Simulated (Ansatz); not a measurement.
**BN (F-43m): refractive index against wavelength**

The refractive index of BN (F-43m) below the direct gap (8.83 eV on the mesh) is read from one computed spectrum, n = √(Re ε).

The structure is cubic, space group F-43m (No. 216). The conventional cell has a = 3.615 Å, b = 3.615 Å, c = 3.615 Å, α = 90.00°, β = 90.00°, γ = 90.00°. N on site c is surrounded by 4 B at 1.57 Å. B on site a has 4 N at 1.57 Å as nearest neighbours.

Method: Ansatz 0.2.0, PBE, independent particles, k-mesh 16×16×16 with interpolation inside its cells, Gaussian parameter 0.2 eV.

Launch of the response step: `ansatz run input.yaml --threads 4 --pin off --max-ram 8192MiB --backend cpu --events-out ev --progress --plain --runs-dir out`. The run took 1 s, on 4 threads of AMD EPYC 9R45 96-Core Processor (Zen 5), with other jobs on the host.

| wavelength (nm) | photon energy E (eV) | n |
| --- | --- | --- |
| 532 | 2.331 | 2.2006 |
| 450 | 2.755 | 2.2135 |
| 405 | 3.061 | ? |
| 365 | 3.397 | 2.2380 |
| 308 | 4.025 | 2.2689 |
| 266 | 4.661 | 2.3083 |
| 248 | 4.999 | 2.3333 |

In the single-oscillator model n² − 1 = E₀E_d/(E₀² − E²), so 1/(n² − 1) = E₀/E_d − E²/(E₀E_d) is linear in E².

Working, on the rows shown:

| x = E² (eV²) | y = 1/(n² − 1) |
| --- | --- |
| 5.43137 | 0.260238 |
| 7.59115 | 0.256438 |
| 11.5384 | 0.249461 |
| 16.2043 | 0.241085 |
| 21.7255 | 0.23104 |
| 24.9936 | 0.225008 |

Means: x̄ = 14.581, ȳ = 0.24388. Σ(x − x̄)(y − ȳ) = -0.5472, Σ(x − x̄)² = 303.9. Slope = -0.5472 / 303.9 = -0.0018; intercept = ȳ − slope · x̄ = 0.27013. Turned back into n, the line misses the rows shown by at most 0.00052.

**Question.** What does the fit predict for the withheld row, and how well does it do?

**Answer.** At x = 9.3718 the line gives y = 0.25326, that is 2.2245. The run gave 2.2244, so the interpolation is off by 0.00014, 0.1 % of the range in the table.

Refitted with all rows, the slope is -0.001801 and the intercept 0.27014. These give E₀ = √(intercept/−slope) = 12.25 eV and E_d = E₀/intercept = 45.3 eV; E₀ is 1.4 times the direct gap. The electronic limit at long wavelengths, without lattice vibrations, is n = √(1 + 1/intercept) = 2.168. Excitons are left out and so are local fields; PBE gaps are as a rule too small.
